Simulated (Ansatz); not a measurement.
# LiHOs: relaxing a made-up structure, part 2 of 2

This structure for LiHOs is made up. Its elements were placed in a known structure type with a cell scaled to their sizes. What cell does the guess relax to, and how far off was it?

Ansatz 0.2.0; DFT, PBE, plane-wave PAW, files of the set soft_1, scalar-relativistic, no spin, cell and ions relaxed at zero pressure; PAW set soft_1 (the session's first sound run).

So far: The structure; Relaxation of the guess. The relaxed cell has a = 2.682, c = 4.361 Å (conventional setting).

## (3) Electronic structure of the relaxed cell

With the geometry fixed, one more self-consistent run, with a narrower smearing and the mesh shown in its input, gives the bands, and its pressure, and its forces where symmetry allows any, show how far the geometry depends on these settings.

This step: DFT, PBE, plane-wave PAW, files of the set soft_1, scalar-relativistic, no spin, bands and density of states at the relaxed cell; PAW set soft_1 (Ansatz 0.2.0).

File input.yaml:

```yaml
crystal:
  lattice:
    - [2.6819378468, 0.0, 0.0]
    - [0.0, 2.6819378468, 0.0]
    - [0.0, 0.0, 4.3606218553]
  atoms:
    - { symbol: Os, position: [0.0, 0.0, 0.0] }
    - { symbol: Li, position: [0.5, 0.5, 0.5] }
    - { symbol: H, position: [0.5, 0.5, 0.0] }
kpoints:
  mp_grid: { grid: [12, 12, 8] }
  band_path:
    path:
      - [[0.0, 0.0, 0.0], [0.0, 0.5, 0.0], [0.5, 0.5, 0.0], [0.0, 0.0, 0.0], [0.0, 0.0, 0.5], [0.0, 0.5, 0.5], [0.5, 0.5, 0.5], [0.0, 0.0, 0.5]]
      - [[0.0, 0.5, 0.0], [0.0, 0.5, 0.5]]
      - [[0.5, 0.5, 0.0], [0.5, 0.5, 0.5]]
    npoints: 8
scf:
  occupations: { method: fermi_dirac, width: 0.03 }
  n_extra_bands: 7
hamiltonian:
  xc: pbe
  pseudopotentials: { kind: paw, azcp: { folder: soft_1 } }
output:
  forces: true
  stress: true
  write_bands: true
  dos: { projected: true }
  write_density: true
  write_potential: true
  elf: true
  volumetric_format: npy
```

Run with:

```sh
$ ansatz run input.yaml --threads 4 --pin off --max-ram 8192MiB --backend cpu --events-out ev --progress --plain --runs-dir out
```

Numbers of over 12 decimals in the logs are rounded to 6 here.

The log of the run:

```text
[...]
Crystal: 3 atoms, lattice volume = 31.365 Å³
Basis set: ecut = 420 eV, 627 PW (Γ), exchange–correlation on 36×36×60 points (8 copies of the dense FFT grid, shifted against one another)
Bands: 17, of which v1, the nominal top of the filled ones, is band 10 counted from 1 (9 counted from 0)
Symmetry: 16 space group operations
[...]
k-points: 140 of 1152
[...]
SCF iter   1: F=—  HF=-11606.132002 eV  |F-HF|=—  |Δ(HF+E_count)|=         —  Δρ=6.28e-2  dr2=1.92e0  ethr=3.10e-3  ⟨swp⟩=4.9  Hψ=10559  notcnv=0
[...]
SCF iter   7: F=-11605.649022 eV  HF=-11605.649022 eV  |F-HF|=1.64e-9  |Δ(HF+E_count)|=   1.13e-7  Δρ=5.43e-6  dr2=4.17e-9  ethr=5.00e-10  ⟨swp⟩=12.0  Hψ=14298  notcnv=0
SCF 1 converged in 7 iterations: F = -11605.649022 eV  dr2 = 4.17e-9
[...]
NSCF: frozen V_eff on 75 k-points
SCF converged after 7 iterations
Free energy (F): -11605.649022 eV
[...]
Internal energy: -11605.645095 eV  (E = F + TS)
E sigma→0 (E₀):  -11605.647059 eV
Entropy (-TS):   -0.003927 eV (-1.309 meV/atom)
Fermi energy:    12.238131 eV
[...]
--- Stress (GPa, compression-positive) ---
        0.720286       0.000000       0.000000
        0.000000       0.720286       0.000000
        0.000000       0.000000      -0.354054
  P = ⅓ Tr σ = 0.3622 GPa (3.622 kbar)
--- Band table (eV; the first three rows and the last of 140) ---
  k-point 0: bands = [... 6 lower, 7.5156, 8.4538, 12.5182, 12.9378, 12.9378, 13.9765, 19.1233, 24.2181, ... 3 higher]
  k-point 1: bands = [... 6 lower, 7.5180, 8.5566, 12.2739, 12.9205, 12.9205, 13.9768, 19.4323, 24.4100, ... 3 higher]
  k-point 2: bands = [... 6 lower, 7.5236, 8.8631, 11.6551, 12.8795, 12.8795, 13.9775, 20.2626, 24.9617, ... 3 higher]
  k-point 139: bands = [... 6 lower, 9.3495, 9.3495, 12.6048, 16.2357, 17.3874, 17.3874, 19.0497, 19.7989, ... 3 higher]
```

Run time: 1.6 s. Hardware: 4 threads of Arm Neoverse V2, shared host; peak memory 0.34 GiB; 5.6 s of CPU time.

In the SCF lines HF is the Harris–Foulkes energy and dr2 the Hartree energy of the density residual, in eV; the loop may stop once dr2 is under the threshold and the program's other checks hold. Hψ counts applications of the Hamiltonian.

Numbers from this step:

```yaml
free_energy: -11605.6490 eV
energy_at_zero_smearing: -11605.6471 eV
smearing_term_ts: 0.003927 eV
fermi_energy: 12.24 eV
pressure: 0.3622 GPa
```

From bands.tsv, the bands that come nearest the Fermi level along the path, at its corners, in eV from the Fermi level:

```tsv
point	band 6	band 7	band 8	band 9	band 10	band 11	band 12	band 13
Γ	-10.79	-4.72	-3.78	0.28	0.70	0.70	1.74	6.89
X	-5.45	-5.18	-3.85	-2.45	-1.26	1.16	4.67	6.03
M	-9.28	-2.41	-2.41	-0.53	2.83	2.83	4.00	7.29
Γ	-10.79	-4.72	-3.78	0.28	0.70	0.70	1.74	6.89
Z	-10.75	-4.71	-2.37	-1.98	0.58	0.58	1.74	10.35
R	-5.49	-4.97	-4.00	-1.24	-0.52	0.38	1.11	5.90
A	-9.32	-2.89	-2.89	0.37	4.00	5.15	5.15	6.81
Z	-10.75	-4.71	-2.37	-1.98	0.58	0.58	1.74	10.35
X	-5.45	-5.18	-3.85	-2.45	-1.26	1.16	4.67	6.03
R	-5.49	-4.97	-4.00	-1.24	-0.52	0.38	1.11	5.90
M	-9.28	-2.41	-2.41	-0.53	2.83	2.83	4.00	7.29
A	-9.32	-2.89	-2.89	0.37	4.00	5.15	5.15	6.81
```

Counts of states for the cell as run, both spins, by energy window (eV from the Fermi level):

```
from  to  total
  -8  -7   0.54
  -7  -6   0.23
  -6  -5   0.04
  -5  -4   0.43
  -4  -3   2.31
  -3  -2   1.65
  -2  -1   1.43
  -1   0   2.11
   0   1   1.53
   1   2   0.75
   2   3   0.54
   3   4   0.43
   4   5   0.58
   5   6   0.52
```

Below -8 eV lie 11.2 more states.

Electrostatic potential energy in the ac plane at fractional y = 0.500, with atoms of Li and H within 0.2 Å of it. With pseudopotentials it is smooth inside the atoms' cores, unlike the true potential.

Ten even steps from '0' (-23 eV) to '9' (15 eV):
```
88888610168888
88999865689998
99999999999999
99999999999999
99999999999999
99999999999999
99999888889999
99998755578999
99987421247899
99985200025899
99984100014899
99985200025899
99987421247899
99998755578999
99999888889999
99999999999999
99999999999999
99999999999999
99999999999999
88999865689998
88888610168888
88888400048888
```
Columns run along a (2.7 Å; values clipped at the 3rd and 97th percentile), rows up along c (4.4 Å). Atoms in or near the plane, at fractional coordinates: Li at (0.50, 0.50), H at (0.50, 0.00).

ELF in the ac plane at fractional y = 0.500, with atoms of Li and H within 0.2 Å of it. It is the smooth field of the valence electrons, not physical close to the nuclei.

Ten even steps from '_' (0.01) to '@' (0.98):
```
------==++##@@@@@@##++==----
--------==**%%%%%%**==------
====------==++**++==------==
====----------------------==
====----::::::::::::::----==
====----::..______..::----==
==----::______________::----
----::__________________::--
::..______..==**==..______..
....______++@@@@@@++______..
..______..##@@@@@@##..______
....______++@@@@@@++______..
::..______..==**==..______..
----::__________________::--
==----::______________::----
====----::..______..::----==
====----::::::::::::::----==
====----------------------==
====------==++**++==------==
--------==**%%%%%%**==------
------==++##@@@@@@##++==----
------==++%%@@@@@@%%++==----
```
Columns run along a (2.7 Å), rows up along c (4.4 Å). Atoms in or near the plane, at fractional coordinates: Li at (0.50, 0.50), H at (0.50, 0.00).

Valence density in the ac plane at fractional y = 0.500, with atoms of Li and H within 0.2 Å of it. It is the smooth field of the valence electrons, not physical close to the nuclei.

Ten steps, logarithmic in the rise over the least value, from '_' (0.1 e/Å³) to '@' (9.9 e/Å³):
```
----------==++++++==--------
--------------==------------
::::::::::::::--::::::::::::
::::::::::..........::::::::
............................
..........__________........
....______________________..
____________::::::__________
__________--**##**--________
________::**%%@@%%**::______
________--##@@@@@@##--______
________::**%%@@%%**::______
__________--**##**--________
____________::::::__________
....______________________..
..........__________........
............................
::::::::::..........::::::::
::::::::::::::--::::::::::::
--------------==------------
----------==++++++==--------
----------==++**++==--------
```
Columns run along a (2.7 Å), rows up along c (4.4 Å). Atoms in or near the plane, at fractional coordinates: Li at (0.50, 0.50), H at (0.50, 0.00).

## (4) Outcome

| Item | Value |
| --- | --- |
| space group, relaxed | P4/mmm |
| conventional cell | a = 2.682, b = 2.682, c = 4.361 Å; α = 90.0°, β = 90.0°, γ = 90.0° |
| volume per atom | 10.46 Å³ (guess 9.79) |

**Reading.** LiHOs relaxes to P4/mmm with a = 2.682, b = 2.682 and c = 4.361 Å. The guessed volume was 6 % too small. The space group P4/mmm was held in the relaxation, so the end point is a stationary structure within it and may be a saddle against distortions or other arrangements. Bands cross the Fermi level, so it is a metal or semimetal at this level. On the 12×12×8 mesh with the narrower smearing (relaxed on 10×10×7) the forces vanish, as symmetry may demand, and the largest stress component is 0.720 GPa, against the relaxation's thresholds of 0.015 eV/Å and 0.05 GPa. The cutoff wasn't tested. A vector of the cell changed its length by 12 %, more than the volume shows. Spin-orbit coupling is left out, which can matter for elements this heavy. No dispersion term is used, so weakly bound directions may come out too long. The runs have no spin, and magnetism wasn't tested. Nothing here tests whether the compound is stable against decomposition.

[Logs are printed without paths, hosts, clocks, repeated set-up lines and the standing remarks that a program may print on its own settings, such as how far it seeks lower states.]

[Hosts, paths, dates, database ids (printed as entryN), source tags and the programs' standing remarks are cut or masked in the printed files.]
